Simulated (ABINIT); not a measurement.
# Completion of the band sum in GW: Ba2TaBiO6 (R-3), part 2 of 2

Wanted: gap and time of Ba2TaBiO6 (R-3) with truncated and completed band sums.

ABINIT 10.8.3; LDA and many-body steps on it, plane waves. Known limits of the many-body steps: short of the basis limit; exchange with frozen shells missing; no spin-orbit coupling; coarse k mesh.

So far. Step 3 (Screening, 2×2×2 mesh, 267 bands, screening to 152.4 eV): Local fields lower ε∞ by 9 %. On a Γ-centred mesh this coarse the value itself is usually too large, while a short band sum pulls it down. Step 4 (267 bands): The gap on the mesh goes from 2.57 eV to 3.63 eV, a correction of +1.06 eV.

### 6. 62 bands

This step: G0W0 on LDA, plane waves, norm-conserving pseudopotentials.

File run.abi:

```
acell 3*1.0 Angstrom
rprim 
  3.075626834241 1.775713980676 4.956223105800
  -3.075626834241 1.775713980676 4.956223105800
  0.000000000000 -3.551427961352 4.956223105800
ntypat 4
znucl 56 73 83 8
natom 10
typat 1 1 2 3 4 4 4 4 4 4
xred 
  0.748816000000 0.748816000000 0.748816000000
  0.251184000000 0.251184000000 0.251184000000
  0.500000000000 0.500000000000 0.500000000000
  0.000000000000 -0.000000000000 0.000000000000
  0.725510000000 0.218856000000 0.322035000000
  0.218856000000 0.322035000000 0.725510000000
  0.322035000000 0.725510000000 0.218856000000
  0.274490000000 0.781144000000 0.677965000000
  0.677965000000 0.274490000000 0.781144000000
  0.781144000000 0.677965000000 0.274490000000
pp_dirpath "pseudos"
pseudos "Ba.upf, Ta.upf, Bi.upf, O.upf"
ecut 36
ngkpt 2 2 2
nshiftk 1
shiftk 0 0 0
kptopt 1
chksymbreak 0
istwfk *1
occopt 1
irdwfk 1
optdriver 4
nband 62
gwcalctyp 0
ecutsigx 36
symsigma 1
nkptgw 3
kptgw 
  0.5000000000 0.5000000000 0.5000000000
  0.5000000000 0.0000000000 0.0000000000
  0.0000000000 0.0000000000 0.0000000000
bdgw 
  41 45
  41 44
  40 44
ecuteps 5.6
irdscr 1
ppmodel 1
indata_prefix "in"
outdata_prefix "out"
tmpdata_prefix "tmp"
```

Command:

```console
$ OMP_NUM_THREADS=1 mpirun -n 8 abinit run.abi > log
```

Log:

```text
.Version 10.8.3 of ABINIT. v10.8.2 released Aug 2026.

 Symmetries : space group R-3 (#148); Bravais hR (rhombohedral)
[... echo of the input left out ...]
== DATASET  1 ==================================================================
-   mpi_nproc: 8, omp_nthreads: 1 (-1 if OMP is not activated)

--- !DatasetInfo
iteration_state: {dtset: 1, }
dimensions: {natom: 10, nkpt: 4, mband: 62, nsppol: 1, nspinor: 1, nspden: 1, mpw: 11312, }
cutoff_energies: {ecut:  36.0, pawecutdg:  -1.0, }
electrons: {nelect:   8.40000000E+01, charge:   0.00000000E+00, occopt:   1.00000000E+00, tsmear:   1.00000000E-02, }

 SIGMA: Calculation of the GW corrections

 Based on a program developped by R.W. Godby, V. Olevano, G. Onida, and L. Reining.
 Incorporated in ABINIT by V. Olevano, G.-M. Rignanese, and M. Torrent.
.Using double precision arithmetic ; gwpc =  8

[... cell and pseudopotentials left out ...]
--------------------------------------------------------------------------------

 ==== K-mesh for the wavefunctions ====
 Number of points in the irreducible wedge :     4
[... list of points left out ...]
 Together with  6 symmetry operations and time-reversal symmetry
 yields     8 points in the full Brillouin Zone.

 ==== Q-mesh for screening function ====
 Number of points in the irreducible wedge :     4
[... list of points left out ...]
 Together with  6 symmetry operations and time-reversal symmetry
 yields     8 points in the full Brillouin Zone.

 vcoul_init : cutoff-mode = AUXILIARY_FUNCTION
 q-points for optical limit:   1
     1)      0.000010    0.000020    0.000030
 setmesh: FFT mesh size selected  =    64x   64x   64
          total number of points  =       262144

 Number of electrons calculated from density =   84.0000; Expected =   84.0000
[...]
number of plane-waves for wavefunctions         11299
 number of bands                                    62
 number of q-points in IBZ                           4
 number of frequencies                               2
 number of real frequencies                          1
 number of imag frequencies                          1

 matrix elements of self-energy operator (all in [eV])

 Perturbative Calculation

--- !SelfEnergy_ee
iteration_state: {dtset: 1, }
kpoint     : [   0.500,    0.500,    0.500, ]
spin       : 1
KS_gap     :    2.705
QP_gap     :    4.337
Delta_QP_KS:    1.632
data: !SigmaeeData |
     Band     E0 <VxcDFT>   SigX SigC(E0)      Z dSigC/dE  Sig(E)    E-E0       E
       41   4.319 -18.520 -23.380   5.501   0.736  -0.358 -18.048   0.472   4.791
       42   5.829 -19.904 -23.138   4.090   0.768  -0.302 -19.246   0.658   6.487
       43   8.534 -14.126  -9.278  -2.066   0.823  -0.215 -11.836   2.290  10.824
[...]
--- !SelfEnergy_ee
iteration_state: {dtset: 1, }
kpoint     : [   0.500,    0.000,    0.000, ]
spin       : 1
KS_gap     :    2.594
QP_gap     :    4.205
Delta_QP_KS:    1.610
data: !SigmaeeData |
     Band     E0 <VxcDFT>   SigX SigC(E0)      Z dSigC/dE  Sig(E)    E-E0       E
[...]
--- !SelfEnergy_ee
iteration_state: {dtset: 1, }
kpoint     : [   0.000,    0.000,    0.000, ]
spin       : 1
KS_gap     :    3.957
QP_gap     :    5.496
Delta_QP_KS:    1.539
data: !SigmaeeData |
     Band     E0 <VxcDFT>   SigX SigC(E0)      Z dSigC/dE  Sig(E)    E-E0       E
[...]
43   9.016 -13.028  -8.888  -1.572   0.834  -0.199 -10.885   2.142  11.158
       44   9.195 -15.313  -9.486  -2.537   0.807  -0.239 -12.659   2.654  11.849

== END DATASET(S) ==============================================================
================================================================================

 -outvars: echo values of variables after computation  --------
           etotal      0.0000000000E+00
            nband          62
             nkpt           4
          spgroup         148
 [... the other variables as echoed above ...]

 Calculation completed.
```

The job ended after 18 s (8 MPI ranks of Arm Neoverse V2, shared host; peak memory 2.8 GiB).

Numbers from this step:

```yaml
g0w0_gap_on_the_mesh: 4.173 eV
starting_gap_on_the_mesh: 2.566 eV
k_of_the_valence_top: 0.5, 0.5, 0.5
k_of_the_conduction_bottom: 0.5, 0, 0
z_at_the_valence_top: 0.768
z_at_the_conduction_bottom: 0.825
least_direct_g0w0_gap_on_the_computed_points: 4.205 eV
```

Against G0W0 in ABINIT (2×2×2 mesh, 267 bands, screening to 152.4 eV, Godby-Needs plasmon pole), the gap moves by +0.545 eV.

### 7. Screening, 2×2×2 mesh, 62 bands, screening to 152.4 eV

This step: RPA screening on LDA, plane waves, norm-conserving pseudopotentials.

Changes to run.abi since step 6:

```diff
@@ -31,19 +31,10 @@
 irdwfk 1
-optdriver 4
+optdriver 3
 nband 62
-gwcalctyp 0
-ecutsigx 36
-symsigma 1
-nkptgw 3
-kptgw 
-  0.5000000000 0.5000000000 0.5000000000
-  0.5000000000 0.0000000000 0.0000000000
-  0.0000000000 0.0000000000 0.0000000000
-bdgw 
-  41 45
-  41 44
-  40 44
 ecuteps 5.6
-irdscr 1
-ppmodel 1
+inclvkb 2
+awtr 1
+symchi 1
+gwcomp 1
+gwencomp 1.5
 indata_prefix "in"
```

Log:

```text
.Version 10.8.3 of ABINIT. v10.8.2 released Aug 2026.

 Symmetries : space group R-3 (#148); Bravais hR (rhombohedral)
[... echo of the input left out ...]
== DATASET  1 ==================================================================
-   mpi_nproc: 8, omp_nthreads: 1 (-1 if OMP is not activated)

--- !DatasetInfo
iteration_state: {dtset: 1, }
dimensions: {natom: 10, nkpt: 4, mband: 62, nsppol: 1, nspinor: 1, nspden: 1, mpw: 11312, }
cutoff_energies: {ecut:  36.0, pawecutdg:  -1.0, }
[...]
--------------------------------------------------------------------------------
[... chi0 elements left out ...]
 For q-point:  0.000010 0.000020 0.000030
  dielectric constant =   6.2717
  dielectric constant without local fields =   6.6793

  Average fulfillment of the sum rule on Im[epsilon] for q-point    1 :    123.34  [%]
[... wings left out ...]
  q-point number  2        q = ( 0.500000, 0.000000, 0.000000) [r.l.u.]
--------------------------------------------------------------------------------
[... chi0 elements left out ...]
  Average fulfillment of the sum rule on Im[epsilon] for q-point    2 :    133.91  [%]

 [... 2 further q-points ...]
```

Elapsed: 46 s, on 8 MPI ranks; peak memory 4.8 GiB; 6.1 min of CPU time.

Numbers from this step:

```yaml
eps_infinity_with_local_fields_on_this_mesh: 6.272
eps_infinity_without_local_fields_on_this_mesh: 6.679
plasma_frequency: 26.70 eV
plane_waves_in_the_screening_matrix: 711
```

### 8. 62 bands, completed

This step: G0W0 on LDA, plane waves, norm-conserving pseudopotentials.

Changes to run.abi since step 7:

```diff
@@ -31,8 +31,19 @@
 irdwfk 1
-optdriver 3
+optdriver 4
 nband 62
+gwcalctyp 0
+ecutsigx 36
+symsigma 1
+nkptgw 3
+kptgw 
+  0.5000000000 0.5000000000 0.5000000000
+  0.5000000000 0.0000000000 0.0000000000
+  0.0000000000 0.0000000000 0.0000000000
+bdgw 
+  41 45
+  41 44
+  40 44
 ecuteps 5.6
-inclvkb 2
-awtr 1
-symchi 1
+irdscr 1
+ppmodel 1
 gwcomp 1
```

Log:

```text
.Version 10.8.3 of ABINIT. v10.8.2 released Aug 2026.

 Symmetries : space group R-3 (#148); Bravais hR (rhombohedral)
[... echo of the input left out ...]
== DATASET  1 ==================================================================
-   mpi_nproc: 8, omp_nthreads: 1 (-1 if OMP is not activated)

--- !DatasetInfo
iteration_state: {dtset: 1, }
dimensions: {natom: 10, nkpt: 4, mband: 62, nsppol: 1, nspinor: 1, nspden: 1, mpw: 11312, }
cutoff_energies: {ecut:  36.0, pawecutdg:  -1.0, }
[...]
Band     E0 <VxcDFT>   SigX SigC(E0)      Z dSigC/dE  Sig(E)    E-E0       E
[...]
43   9.016 -13.028  -8.888  -3.085   0.847  -0.180 -12.134   0.894   9.910
       44   9.195 -15.313  -9.486  -4.481   0.826  -0.211 -14.202   1.111  10.306

== END DATASET(S) ==============================================================
================================================================================

 -outvars: echo values of variables after computation  --------
           etotal      0.0000000000E+00
            nband          62
             nkpt           4
          spgroup         148
 [... the other variables as echoed above ...]

 Calculation completed.
```

Elapsed: 18 s, on 8 MPI ranks; peak memory 2.8 GiB; 2.4 min of CPU time.

This step gave:

```yaml
g0w0_gap_on_the_mesh: 4.054 eV
starting_gap_on_the_mesh: 2.566 eV
k_of_the_valence_top: 0.5, 0.5, 0.5
k_of_the_conduction_bottom: 0.5, 0, 0
least_direct_g0w0_gap_on_the_computed_points: 4.086 eV
```

Against G0W0 in ABINIT (2×2×2 mesh, 267 bands, screening to 152.4 eV, Godby-Needs plasmon pole), the gap moves by +0.426 eV.

### 9. Screening, 2×2×2 mesh, 121 bands, screening to 152.4 eV

This step: RPA screening on LDA, plane waves, norm-conserving pseudopotentials.

Changes to run.abi since step 8:

```diff
@@ -31,21 +31,8 @@
 irdwfk 1
-optdriver 4
-nband 62
-gwcalctyp 0
-ecutsigx 36
-symsigma 1
-nkptgw 3
-kptgw 
-  0.5000000000 0.5000000000 0.5000000000
-  0.5000000000 0.0000000000 0.0000000000
-  0.0000000000 0.0000000000 0.0000000000
-bdgw 
-  41 45
-  41 44
-  40 44
+optdriver 3
+nband 121
 ecuteps 5.6
-irdscr 1
-ppmodel 1
-gwcomp 1
-gwencomp 1.5
+inclvkb 2
+awtr 1
+symchi 1
 indata_prefix "in"
```

Log:

```text
.Version 10.8.3 of ABINIT. v10.8.2 released Aug 2026.

 Symmetries : space group R-3 (#148); Bravais hR (rhombohedral)
[... echo of the input left out ...]
== DATASET  1 ==================================================================
-   mpi_nproc: 8, omp_nthreads: 1 (-1 if OMP is not activated)

--- !DatasetInfo
iteration_state: {dtset: 1, }
dimensions: {natom: 10, nkpt: 4, mband: 121, nsppol: 1, nspinor: 1, nspden: 1, mpw: 11312, }
cutoff_energies: {ecut:  36.0, pawecutdg:  -1.0, }
[...]
--------------------------------------------------------------------------------
[... chi0 elements left out ...]
 For q-point:  0.000010 0.000020 0.000030
  dielectric constant =   6.5127
  dielectric constant without local fields =   7.1290

  Average fulfillment of the sum rule on Im[epsilon] for q-point    1 :     44.84  [%]
[... wings left out ...]
  q-point number  2        q = ( 0.500000, 0.000000, 0.000000) [r.l.u.]
--------------------------------------------------------------------------------
[... chi0 elements left out ...]
  Average fulfillment of the sum rule on Im[epsilon] for q-point    2 :     53.44  [%]

 [... 2 further q-points ...]
```

Elapsed: 44 s, on 8 MPI ranks; peak memory 5 GiB; 5.8 min of CPU time.

Numbers from this step:

| Quantity | Value |
| --- | --- |
| ε∞ with local fields, on this mesh | 6.513 |
| ε∞ without local fields, on this mesh | 7.129 |
| plasma frequency | 26.70 eV |
| plane waves in the screening matrix | 711 |

### 10. 121 bands

This step: G0W0 on LDA, plane waves, norm-conserving pseudopotentials.

Changes to run.abi since step 9:

```diff
@@ -31,8 +31,19 @@
 irdwfk 1
-optdriver 3
+optdriver 4
 nband 121
+gwcalctyp 0
+ecutsigx 36
+symsigma 1
+nkptgw 3
+kptgw 
+  0.5000000000 0.5000000000 0.5000000000
+  0.5000000000 0.0000000000 0.0000000000
+  0.0000000000 0.0000000000 0.0000000000
+bdgw 
+  41 45
+  41 44
+  40 44
 ecuteps 5.6
-inclvkb 2
-awtr 1
-symchi 1
+irdscr 1
+ppmodel 1
 indata_prefix "in"
```

Log:

```text
.Version 10.8.3 of ABINIT. v10.8.2 released Aug 2026.

 Symmetries : space group R-3 (#148); Bravais hR (rhombohedral)
[... echo of the input left out ...]
== DATASET  1 ==================================================================
-   mpi_nproc: 8, omp_nthreads: 1 (-1 if OMP is not activated)

--- !DatasetInfo
iteration_state: {dtset: 1, }
dimensions: {natom: 10, nkpt: 4, mband: 121, nsppol: 1, nspinor: 1, nspden: 1, mpw: 11312, }
cutoff_energies: {ecut:  36.0, pawecutdg:  -1.0, }
[...]
Band     E0 <VxcDFT>   SigX SigC(E0)      Z dSigC/dE  Sig(E)    E-E0       E
[...]
43   9.016 -13.028  -8.888  -2.490   0.829  -0.206 -11.660   1.368  10.384
       44   9.195 -15.313  -9.486  -3.273   0.814  -0.229 -13.235   2.078  11.273

== END DATASET(S) ==============================================================
================================================================================

 -outvars: echo values of variables after computation  --------
           etotal      0.0000000000E+00
            nband         121
             nkpt           4
          spgroup         148
 [... the other variables as echoed above ...]

 Calculation completed.
```

Elapsed: 27 s, on 8 MPI ranks; peak memory 2.8 GiB; 3.6 min of CPU time.

This step gave:

```
G0W0 gap on the mesh                         : 3.709 eV
starting gap on the mesh                     : 2.566 eV
k of the valence top                         : 0.5, 0.5, 0.5
k of the conduction bottom                   : 0.5, 0, 0
least direct G0W0 gap on the computed points : 3.743 eV
```

Against G0W0 in ABINIT (2×2×2 mesh, 267 bands, screening to 152.4 eV, Godby-Needs plasmon pole), the gap moves by +0.081 eV.

### 11. Screening, 2×2×2 mesh, 121 bands, screening to 152.4 eV

This step: RPA screening on LDA, plane waves, norm-conserving pseudopotentials.

Changes to run.abi since step 10:

```diff
@@ -31,19 +31,10 @@
 irdwfk 1
-optdriver 4
+optdriver 3
 nband 121
-gwcalctyp 0
-ecutsigx 36
-symsigma 1
-nkptgw 3
-kptgw 
-  0.5000000000 0.5000000000 0.5000000000
-  0.5000000000 0.0000000000 0.0000000000
-  0.0000000000 0.0000000000 0.0000000000
-bdgw 
-  41 45
-  41 44
-  40 44
 ecuteps 5.6
-irdscr 1
-ppmodel 1
+inclvkb 2
+awtr 1
+symchi 1
+gwcomp 1
+gwencomp 3
 indata_prefix "in"
```

Log:

```text
.Version 10.8.3 of ABINIT. v10.8.2 released Aug 2026.

 Symmetries : space group R-3 (#148); Bravais hR (rhombohedral)
[... echo of the input left out ...]
== DATASET  1 ==================================================================
-   mpi_nproc: 8, omp_nthreads: 1 (-1 if OMP is not activated)

--- !DatasetInfo
iteration_state: {dtset: 1, }
dimensions: {natom: 10, nkpt: 4, mband: 121, nsppol: 1, nspinor: 1, nspden: 1, mpw: 11312, }
cutoff_energies: {ecut:  36.0, pawecutdg:  -1.0, }
[...]
--------------------------------------------------------------------------------
[... chi0 elements left out ...]
 For q-point:  0.000010 0.000020 0.000030
  dielectric constant =   6.5646
  dielectric constant without local fields =   7.1290

  Average fulfillment of the sum rule on Im[epsilon] for q-point    1 :    158.99  [%]
[... wings left out ...]
  q-point number  2        q = ( 0.500000, 0.000000, 0.000000) [r.l.u.]
--------------------------------------------------------------------------------
[... chi0 elements left out ...]
  Average fulfillment of the sum rule on Im[epsilon] for q-point    2 :    158.69  [%]

 [... 2 further q-points ...]
```

Elapsed: 82 s, on 8 MPI ranks; peak memory 5.1 GiB.

Read from the output:

```yaml
eps_infinity_with_local_fields_on_this_mesh: 6.565
eps_infinity_without_local_fields_on_this_mesh: 7.129
plasma_frequency: 26.70 eV
plane_waves_in_the_screening_matrix: 711
```

### 12. 121 bands, completed

This step: G0W0 on LDA, plane waves, norm-conserving pseudopotentials.

Changes to run.abi since step 11:

```diff
@@ -31,8 +31,19 @@
 irdwfk 1
-optdriver 3
+optdriver 4
 nband 121
+gwcalctyp 0
+ecutsigx 36
+symsigma 1
+nkptgw 3
+kptgw 
+  0.5000000000 0.5000000000 0.5000000000
+  0.5000000000 0.0000000000 0.0000000000
+  0.0000000000 0.0000000000 0.0000000000
+bdgw 
+  41 45
+  41 44
+  40 44
 ecuteps 5.6
-inclvkb 2
-awtr 1
-symchi 1
+irdscr 1
+ppmodel 1
 gwcomp 1
```

Log:

```text
.Version 10.8.3 of ABINIT. v10.8.2 released Aug 2026.

 Symmetries : space group R-3 (#148); Bravais hR (rhombohedral)
[... echo of the input left out ...]
== DATASET  1 ==================================================================
-   mpi_nproc: 8, omp_nthreads: 1 (-1 if OMP is not activated)

--- !DatasetInfo
iteration_state: {dtset: 1, }
dimensions: {natom: 10, nkpt: 4, mband: 121, nsppol: 1, nspinor: 1, nspden: 1, mpw: 11312, }
cutoff_energies: {ecut:  36.0, pawecutdg:  -1.0, }
[...]
Band     E0 <VxcDFT>   SigX SigC(E0)      Z dSigC/dE  Sig(E)    E-E0       E
[...]
43   9.016 -13.028  -8.888  -3.030   0.831  -0.203 -12.105   0.923   9.939
       44   9.195 -15.313  -9.486  -4.085   0.817  -0.223 -13.889   1.424  10.619

== END DATASET(S) ==============================================================
================================================================================

 -outvars: echo values of variables after computation  --------
           etotal      0.0000000000E+00
            nband         121
             nkpt           4
          spgroup         148
 [... the other variables as echoed above ...]

 Calculation completed.
```

Wall time 29 s (8 MPI ranks); peak memory 2.8 GiB.

This step gave:

| Quantity | Value |
| --- | --- |
| G0W0 gap on the mesh | 3.713 eV |
| starting gap on the mesh | 2.566 eV |
| k of the valence top | 0.5, 0.5, 0.5 |
| k of the conduction bottom | 0.5, 0, 0 |
| least direct G0W0 gap on the computed points | 3.746 eV |

Against G0W0 in ABINIT (2×2×2 mesh, 267 bands, screening to 152.4 eV, Godby-Needs plasmon pole), the gap moves by +0.085 eV.

### 13. Side by side

Times are wall times on 8 MPI ranks of Arm Neoverse V2, shared host, good to a factor of about two. A run's time includes the screening step that it read.

| run | mesh | bands | screening cutoff (eV) | DFT gap (eV) | gap on the mesh (eV) | direct (eV) | ε∞ used | time |
| --- | --- | --- | --- | --- | --- | --- | --- | --- |
| 267 bands | 2×2×2 | 267 | 152.4 | 2.566 | 3.628 | 3.663 | 6.55 | 2.8 min |
| 62 bands | 2×2×2 | 62 | 152.4 | 2.566 | 4.173 | 4.205 | 6.17 | 35 s |
| 62 bands, completed | 2×2×2 | 62 | 152.4 | 2.566 | 4.054 | 4.086 | 6.27 | 63 s |
| 121 bands | 2×2×2 | 121 | 152.4 | 2.566 | 3.709 | 3.743 | 6.51 | 71 s |
| 121 bands, completed | 2×2×2 | 121 | 152.4 | 2.566 | 3.713 | 3.746 | 6.56 | 1.8 min |

### 14. Outcome

| Item | Value |
| --- | --- |
| 267 bands | 3.628 eV |
| 62 bands | 4.173 eV |
| 62 bands, completed | 4.054 eV |
| 121 bands | 3.709 eV |
| 121 bands, completed | 3.713 eV |

62 bands: +0.545 eV against 267 bands. 62 bands, completed: +0.426 eV against 267 bands. 121 bands: +0.081 eV against 267 bands. 121 bands, completed: +0.085 eV against 267 bands. The row with most bands is itself short of the limit, so it is no exact reference, and agreement of a truncated run with it can be a cancellation between the edges. The 2×2×2 mesh is coarse for this cell, which bears on the long-range parts of exchange and screening. Where an edge is built on 6p states of lead, bismuth or thallium, scalar-relativistic gaps usually stand too wide, by a few tenths to over one eV. The norm-conserving file of at least one element keeps a d shell over frozen s and p shells of the same row. Exchange with those shells is missing from the self-energy, an error of 0.3 to 0.9 eV in cases checked, whose sign depends on which edge lies on those atoms. The many-body steps are scalar-relativistic: spin-orbit coupling is not in them.

[Long decimals in the printed logs are rounded to 6 places.]

[Logs are printed without paths, hosts, clocks, repeated set-up lines and the standing remarks that a program may print on its own settings, such as how far it seeks lower states.]

[Paths, hosts, dates, memory and timing lines, banners, echoed tables and standing remarks are left out of the program output; an Ansatz launch command may be rebuilt from the run's recorded settings. Measured values are a selection of at most five: reports struck by readers or far from the other reports are left out. None is set beside runs whose start may be inverted or whose files or cutoffs have a known fault.]

[Runs of the session that timed out or met a known fault of the program may be left out.]

[Hosts, paths, dates, database ids (printed as entryN), source tags and the programs' standing remarks are cut or masked in the printed files.]

[G0W0 gaps are taken among the corrected bands and points alone; a level outside them can change the order at an edge.]

[Where Ansatz stands beside ABINIT at settings called matched, ABINIT's density can come from a denser mesh and the files from another edition; pairs whose starting gaps differed by over 0.03 eV were left out, so agreement reads better than it is.]
